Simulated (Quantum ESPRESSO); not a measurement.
# Calcium (Fm-3m): from the cell to the phonon bands, part 2 of 3

How does Calcium (Fm-3m) vibrate, and is this structure a minimum?

Quantum ESPRESSO 7.5; DFT LDA, scalar-relativistic, plane waves, PseudoDojo norm-conserving pseudopotentials.

So far. Step 2 (A probe with smearing): No gap opens on this mesh, so smearing is kept; the start stands at -2.2 GPa. Step 4 (Ground state): The cell stands at -0.002 GPa, close enough for phonons. The relaxed cell has a = 5.337 Å (conventional setting).

## Step 5: Linear response on the mesh

Linear response treats each wavevector in the unit cell, with no supercell; the 4×4×4 mesh fixes the range of the force constants to be had.

File ph.in:

```
phonons
&inputph
   prefix = 'x'
   outdir = './tmp'
   fildyn = 'x.dyn'
   tr2_ph = 1.0d-18
   alpha_mix(1) = 0.4
   nmix_ph = 8
   ldisp = .true.
   nq1 = 4
   nq2 = 4
   nq3 = 4
/
```

Command:

```bash
$ OMP_NUM_THREADS=1 mpirun -n 4 ph.x -nk 4 -in ph.in > ph.out
```

What it wrote:

```text
[banners, grids, parts of the stress and lines that vanish by symmetry left out]
[banner, memory and clock lines left out]
Program PHONON v.7.5

     ./tmp/x.save/

     IMPORTANT: XC functional enforced from input :
     Exchange-correlation= PW
                           (   1   4   0   0   0   0   0)
     Any further DFT definition will be discarded
     Please, verify this is what you really want

     G-vector sticks info

     Reading collected, re-writing distributed wavefunctions in ./tmp/

     Dynamical matrices for ( 4, 4, 4)  uniform grid of q-points
     (   8 q-points):
       N         xq(1)         xq(2)         xq(3)
       1   0.000000000   0.000000000   0.000000000
       2   0.176776695   0.176776695  -0.176776695
       3  -0.353553391  -0.353553391   0.353553391
       4   0.353553391   0.000000000   0.000000000
[...]
Number and degeneracy of irreps per q-point
       N         xq(1)         xq(2)         xq(3)   N irreps
       1   0.000000000   0.000000000   0.000000000       1
        3
       2   0.176776695   0.176776695  -0.176776695       2
        1   2
       3  -0.353553391  -0.353553391   0.353553391       2
        1   2
       4   0.353553391   0.000000000   0.000000000       2
        1   2
       5  -0.176776695  -0.530330086   0.530330086       3
     No degeneracy
       6   0.000000000  -0.353553391   0.353553391       3
     No degeneracy
       7  -0.707106781   0.000000000   0.000000000       2
        1   2
       8  -0.707106781   0.353553391   0.000000000       2
        1   2

     Calculation of q =    0.0000000   0.0000000   0.0000000

     phonons

     bravais-lattice index     =            0
     lattice parameter (alat)  =       7.1310  a.u.
     unit-cell volume          =     256.4143 (a.u.)^3
     number of atoms/cell      =            1
     number of atomic types    =            1
     kinetic-energy cut-off    =      72.0000  Ry
     charge density cut-off    =     288.0000  Ry
     convergence threshold     =      1.0E-18
     beta                      =       0.4000
     number of iterations used =            8
     Exchange-correlation= PW
                           (   1   4   0   0   0   0   0)

     celldm(1)=    7.13103  celldm(2)=    0.00000  celldm(3)=    0.00000
     celldm(4)=    0.00000  celldm(5)=    0.00000  celldm(6)=    0.00000

     crystal axes: (cart. coord. in units of alat)
               a(1) = (  0.0000  0.7071  0.7071 )
               a(2) = (  0.7071  0.0000  0.7071 )
               a(3) = (  0.7071  0.7071  0.0000 )

     reciprocal axes: (cart. coord. in units 2 pi/alat)
               b(1) = ( -0.7071  0.7071  0.7071 )
               b(2) = (  0.7071 -0.7071  0.7071 )
               b(3) = (  0.7071  0.7071 -0.7071 )

     Atoms inside the unit cell:

     Cartesian axes

     site n.  atom      mass           positions (alat units)
        1  Ca     40.0780   tau(    1) = (    0.00000    0.00000    0.00000  )

     Computing dynamical matrix for
                    q = (   0.0000000   0.0000000   0.0000000 )

     49 Sym.Ops. (with q -> -q+G )

     G cutoff =  370.9690  (  21187 G-vectors)     FFT grid: ( 40, 40, 40)

     number of k points=    72  Marzari-Vanderbilt smearing, width (Ry)=  0.0200

     PseudoPot. # 1 for Ca read from file:
     ./pseudo/Ca.upf
     Pseudo is Norm-conserving + core correction, Zval = 10.0

     Mode symmetry, O_h (m-3m)  point group:

     Atomic displacements:
     There are    1 irreducible representations

     Representation     1      3 modes -  To be done

     Alpha used in Ewald sum =   2.8000

     Representation #   1 modes #   1   2   3

     Self-consistent Calculation
      iter #   1   av.it.:   7.1
      thresh= 1.000E-02 alpha_mix =  0.400 |ddv_scf|^2 =  1.220E-06
      iter #   2   av.it.:  10.8
      thresh= 1.104E-04 alpha_mix =  0.400 |ddv_scf|^2 =  6.170E-08
      iter #   3   av.it.:  11.0
      thresh= 2.484E-05 alpha_mix =  0.400 |ddv_scf|^2 =  1.986E-09
      iter #   4   av.it.:  12.0
      thresh= 4.457E-06 alpha_mix =  0.400 |ddv_scf|^2 =  1.014E-11
[...]
End of self-consistent calculation

     Convergence has been achieved

     Number of q in the star =    1
     List of q in the star:
[...]
Diagonalizing the dynamical matrix

     q = (    0.000000000   0.000000000   0.000000000 )

 **************************************************************************
     freq (    1) =      -0.055396 [THz] =      -1.847800 [cm-1]
     freq (    2) =      -0.055396 [THz] =      -1.847800 [cm-1]
     freq (    3) =      -0.055396 [THz] =      -1.847800 [cm-1]
 **************************************************************************

     Mode symmetry, O_h (m-3m)  point group:

     freq (   1-   3) =         -1.8  [cm-1]   --> T_1u G_15  G_4- I

     Calculation of q =    0.1767767   0.1767767  -0.1767767
     [... set-up and bands at k+q left out ...]

     Mode symmetry, C_3v (3m)   point group:

     Atomic displacements:
     There are    2 irreducible representations

     Representation     1      1 modes -  To be done

     Representation     2      2 modes -  To be done

     Message from routine init_vloc:
     Interpolation table for Vloc re-allocated

     Alpha used in Ewald sum =   2.8000

     Representation #   1 mode #   1

     Self-consistent Calculation

[...]
[... iterations left out ...]
[...]
End of self-consistent calculation

     Convergence has been achieved

     Representation #   2 modes #   2   3

     Self-consistent Calculation

[...]
[... iterations left out ...]
[...]
End of self-consistent calculation

     Convergence has been achieved

     Number of q in the star =    8
     List of q in the star:
[...]
Diagonalizing the dynamical matrix

     q = (    0.176776695   0.176776695  -0.176776695 )

 **************************************************************************
     freq (    1) =       1.644198 [THz] =      54.844556 [cm-1]
     freq (    2) =       1.644198 [THz] =      54.844556 [cm-1]
     freq (    3) =       3.637795 [THz] =     121.343780 [cm-1]
 **************************************************************************

     Mode symmetry, C_3v (3m)   point group:

     freq (   1-   2) =         54.8  [cm-1]   --> E    L_3
     freq (   3-   3) =        121.3  [cm-1]   --> A_1  L_1

     Calculation of q =   -0.3535534  -0.3535534   0.3535534
     [... set-up and bands at k+q left out ...]

     Mode symmetry, D_3d (-3m)  point group:

     Atomic displacements:
     There are    2 irreducible representations

     Representation     1      1 modes -  To be done

[...]
Alpha used in Ewald sum =   2.8000

     Representation #   1 mode #   1

     Self-consistent Calculation

[...]
[... iterations left out ...]
[...]
End of self-consistent calculation

     Convergence has been achieved

     Representation #   2 modes #   2   3

[...]
[... iterations left out ...]
[...]
Convergence has been achieved

     Number of q in the star =    4
     List of q in the star:
[...]
Diagonalizing the dynamical matrix

     q = (   -0.353553391  -0.353553391   0.353553391 )

[...]
freq (    1) =       2.410508 [THz] =      80.405881 [cm-1]
     freq (    2) =       2.410508 [THz] =      80.405881 [cm-1]
     freq (    3) =       4.936212 [THz] =     164.654325 [cm-1]
[...]
Mode symmetry, D_3d (-3m)  point group:

     freq (   1-   2) =         80.4  [cm-1]   --> E_u  L_3'
     freq (   3-   3) =        164.7  [cm-1]   --> A_2u L_2'

     Calculation of q =    0.3535534   0.0000000   0.0000000
     [... set-up and bands at k+q left out ...]

     Mode symmetry, C_4v (4mm)  point group:

     Atomic displacements:
     There are    2 irreducible representations

[...]
Alpha used in Ewald sum =   2.8000

     Representation #   1 mode #   1

[...]
Convergence has been achieved

     Representation #   2 modes #   2   3

[...]
Convergence has been achieved

     Number of q in the star =    6
     List of q in the star:
[...]
Diagonalizing the dynamical matrix

     q = (    0.353553391   0.000000000   0.000000000 )

[...]
freq (    1) =       2.825524 [THz] =      94.249340 [cm-1]
     freq (    2) =       2.825524 [THz] =      94.249340 [cm-1]
     freq (    3) =       3.521789 [THz] =     117.474228 [cm-1]
[...]
Mode symmetry, C_4v (4mm)  point group:

     freq (   1-   2) =         94.2  [cm-1]   --> E    G_5 D_5
     freq (   3-   3) =        117.5  [cm-1]   --> A_1  G_1 D_1

     Calculation of q =   -0.1767767  -0.5303301   0.5303301
     [... set-up and bands at k+q left out ...]

     Mode symmetry, C_s (m)     point group:

     Atomic displacements:
     There are    3 irreducible representations

[...]
Alpha used in Ewald sum =   2.8000

     Representation #   1 mode #   1

[...]
Convergence has been achieved

[...]
Convergence has been achieved

[...]
Convergence has been achieved

     Number of q in the star =   24
     List of q in the star:
[...]
Diagonalizing the dynamical matrix

     q = (   -0.176776695  -0.530330086   0.530330086 )

[...]
freq (    1) =       3.288240 [THz] =     109.683864 [cm-1]
     freq (    2) =       3.694024 [THz] =     123.219379 [cm-1]
     freq (    3) =       4.897120 [THz] =     163.350342 [cm-1]
[...]
Mode symmetry, C_s (m)     point group:

     freq (   1-   1) =        109.7  [cm-1]   --> A''
     freq (   2-   2) =        123.2  [cm-1]   --> A'
     freq (   3-   3) =        163.4  [cm-1]   --> A'

     Calculation of q =    0.0000000  -0.3535534   0.3535534
     [... set-up and bands at k+q left out ...]

     Mode symmetry, C_2v (mm2)  point group:

     Atomic displacements:
     There are    3 irreducible representations

[...]
Alpha used in Ewald sum =   2.8000

[...]
Convergence has been achieved

[...]
Convergence has been achieved

[...]
Convergence has been achieved

     Number of q in the star =   12
     List of q in the star:
[...]
Diagonalizing the dynamical matrix

     q = (    0.000000000  -0.353553391   0.353553391 )

[...]
freq (    1) =       2.276903 [THz] =      75.949299 [cm-1]
     freq (    2) =       3.895959 [THz] =     129.955214 [cm-1]
     freq (    3) =       4.315526 [THz] =     143.950458 [cm-1]
[...]
Mode symmetry, C_2v (mm2)  point group:

     freq (   1-   1) =         75.9  [cm-1]   --> B_1  D_3  S_3
     freq (   2-   2) =        130.0  [cm-1]   --> B_2  D_4  S_4
     freq (   3-   3) =        144.0  [cm-1]   --> A_1  D_1  S_1

     Calculation of q =   -0.7071068   0.0000000   0.0000000
     [... set-up and bands at k+q left out ...]

     Mode symmetry, D_4h(4/mmm) point group:

     Atomic displacements:
     There are    2 irreducible representations

[...]
Alpha used in Ewald sum =   2.8000

     Representation #   1 mode #   1

[...]
Convergence has been achieved

     Representation #   2 modes #   2   3

[...]
Convergence has been achieved

     Number of q in the star =    3
     List of q in the star:
[...]
Diagonalizing the dynamical matrix

     q = (   -0.707106781   0.000000000   0.000000000 )

[...]
freq (    1) =       4.027000 [THz] =     134.326266 [cm-1]
     freq (    2) =       4.027000 [THz] =     134.326266 [cm-1]
     freq (    3) =       5.374021 [THz] =     179.258061 [cm-1]
[...]
Mode symmetry, D_4h(4/mmm) point group:

     freq (   1-   2) =        134.3  [cm-1]   --> E_u  X_5' M_5'
     freq (   3-   3) =        179.3  [cm-1]   --> A_2u X_4' M_4'

     Calculation of q =   -0.7071068   0.3535534   0.0000000
     [... set-up and bands at k+q left out ...]

     Mode symmetry, D_2d (-42m) point group:

     Atomic displacements:
     There are    2 irreducible representations

     Representation     1      1 modes -  To be done

     Representation     2      2 modes -  To be done

     Alpha used in Ewald sum =   2.8000

     Representation #   1 mode #   1

     Self-consistent Calculation

[...]
[... iterations left out ...]
[...]
End of self-consistent calculation

     Convergence has been achieved

     Representation #   2 modes #   2   3

     Self-consistent Calculation

      iter #   1   av.it.:   7.5
      thresh= 1.000E-02 alpha_mix =  0.400 |ddv_scf|^2 =  1.407E-05

      [... iterations left out ...]
      iter #  10   av.it.:  12.2
      thresh= 2.519E-10 alpha_mix =  0.400 |ddv_scf|^2 =  1.238E-20

     End of self-consistent calculation

     Convergence has been achieved

     Number of q in the star =    6
     List of q in the star:
[...]
5   0.353553391  -0.000000000  -0.707106781
          6  -0.353553391  -0.000000000   0.707106781

     Diagonalizing the dynamical matrix

     q = (   -0.707106781   0.353553391   0.000000000 )

 **************************************************************************
     freq (    1) =       3.406301 [THz] =     113.621963 [cm-1]
     freq (    2) =       4.758101 [THz] =     158.713162 [cm-1]
     freq (    3) =       4.758101 [THz] =     158.713162 [cm-1]
 **************************************************************************

     Mode symmetry, D_2d (-42m) point group:

     freq (   1-   1) =        113.6  [cm-1]   --> B_2  X_3  W_2
     freq (   2-   3) =        158.7  [cm-1]   --> E    X_5  W_3


[key lines of the parts left out:]
the Fermi energy is     5.5906 ev
```

Wall time 52 min (4 MPI ranks of Intel Xeon at 2.70GHz, shared host); 3.5 h of CPU time.

This step gave:

```yaml
largest_acoustic_frequency_at_the_zone_centre_before_the_sum_rule: -1.85 cm⁻¹
lowest_mode_on_the_q_mesh_acoustic_ones_at_the_zone_centre_apart: 54.84 cm⁻¹
```

Frequencies (cm⁻¹) at each irreducible wavevector; negative means imaginary. Frequencies by wavevector:

| q (fractions) | star | mode 1 | mode 2 | mode 3 |
| --- | --- | --- | --- | --- |
| 0 0 0 | 1 | -1.85 | -1.85 | -1.85 |
| 0 0 0.25 | 8 | 54.84 | 54.84 | 121.3 |
| 0 0 -0.5 | 4 | 80.41 | 80.41 | 164.7 |
| 0 0.25 0.25 | 6 | 94.25 | 94.25 | 117.5 |
| 0 0.25 -0.5 | 24 | 109.7 | 123.2 | 163.3 |
| 0 0.25 -0.25 | 12 | 75.95 | 130 | 143.9 |
| 0 -0.5 -0.5 | 3 | 134.3 | 134.3 | 179.3 |
| 0.25 -0.5 -0.25 | 6 | 113.6 | 158.7 | 158.7 |

The acoustic modes at Γ come out as far as 1.9 cm⁻¹ from zero, where they should vanish, a small numerical error.

## Step 6: Force constants in real space

The dynamical matrices of the mesh are Fourier-transformed to force constants in real space.

File q2r.in:

```
&input
   fildyn = 'x.dyn'
   zasr = 'simple'
   flfrc = 'x.fc'
/
```

Command:

```bash
$ q2r.x < q2r.in > q2r.out
```

What it wrote:

```text
[banners, grids, parts of the stress and lines that vanish by symmetry left out]
[banner, memory and clock lines left out]
Program Q2R v.7.5

  reading grid info from file x.dyn0

  reading force constants from file x.dyn1
  Dielectric Tensor not found
  nqs=            1
 q=   0.00000000  0.00000000  0.00000000
  reading force constants from file x.dyn2
  nqs=            8
 q=   0.17677670  0.17677670 -0.17677670
[...]
reading force constants from file x.dyn7
  nqs=            3
[...]
reading force constants from file x.dyn8
  nqs=            6
[...]
q=   0.35355339 -0.00000000 -0.70710678
 q=  -0.35355339 -0.00000000  0.70710678

      q-space grid ok, #points =   64

      fft-check success (sum of imaginary terms < 10^-12)
```

The job ended after 0.74 s (1 thread).

## Step 7: Interpolated phonon bands

From the force constants any wavevector is cheap; points of the mesh come back as solved, but for the sum rule and, in polar crystals, the LO-TO term at Γ; the rest is interpolation.

File matdyn.in:

```
&input
   asr = 'simple'
   flfrc = 'x.fc'
   flfrq = 'x.freq'
   flvec = 'x.modes'
   q_in_band_form = .true.
   q_in_cryst_coord = .true.
/
8
  0.0000000   0.0000000   0.0000000  12  ! GAMMA
  0.5000000   0.0000000   0.5000000  12  ! X
  0.6250000   0.2500000   0.6250000   1  ! U
  0.3750000   0.3750000   0.7500000  12  ! K
  0.0000000   0.0000000   0.0000000  12  ! GAMMA
  0.5000000   0.5000000   0.5000000  12  ! L
  0.5000000   0.2500000   0.7500000  12  ! W
  0.5000000   0.0000000   0.5000000   1  ! X
```

Command:

```bash
$ matdyn.x -in matdyn.in > matdyn.out
```

What it wrote:

```text
[banner, memory and clock lines left out]
Program MATDYN v.7.5

 mass for atomic type   1 not given; uses mass from file x.fc
     Message from routine matdyn:
     Z* not found in file x.fc, TO-LO splitting at q=0 will be absent!
     Message from routine matdyn:
     Z* not found in file x.fc, TO-LO splitting at q=0 will be absent!

Note: The following floating-point exceptions are signalling: IEEE_UNDERFLOW_FLAG
```

Elapsed: 0.74 s, on 1 thread.

Read from the output:

```
lowest frequency on the path      : 0 cm⁻¹
mean frequency                    : 118.3 cm⁻¹
Debye temperature (second moment) : 229 K
logarithmic mean frequency        : 112.1 cm⁻¹
```

[end of part 2 of 3]

[Host names and launcher messages were left out of these logs when they were recorded.]

[Logs are printed without paths, hosts, clocks, repeated set-up lines and the standing remarks that a program may print on its own settings, such as how far it seeks lower states.]

[Hosts, paths, dates, database ids (printed as entryN), source tags and the programs' standing remarks are cut or masked in the printed files.]
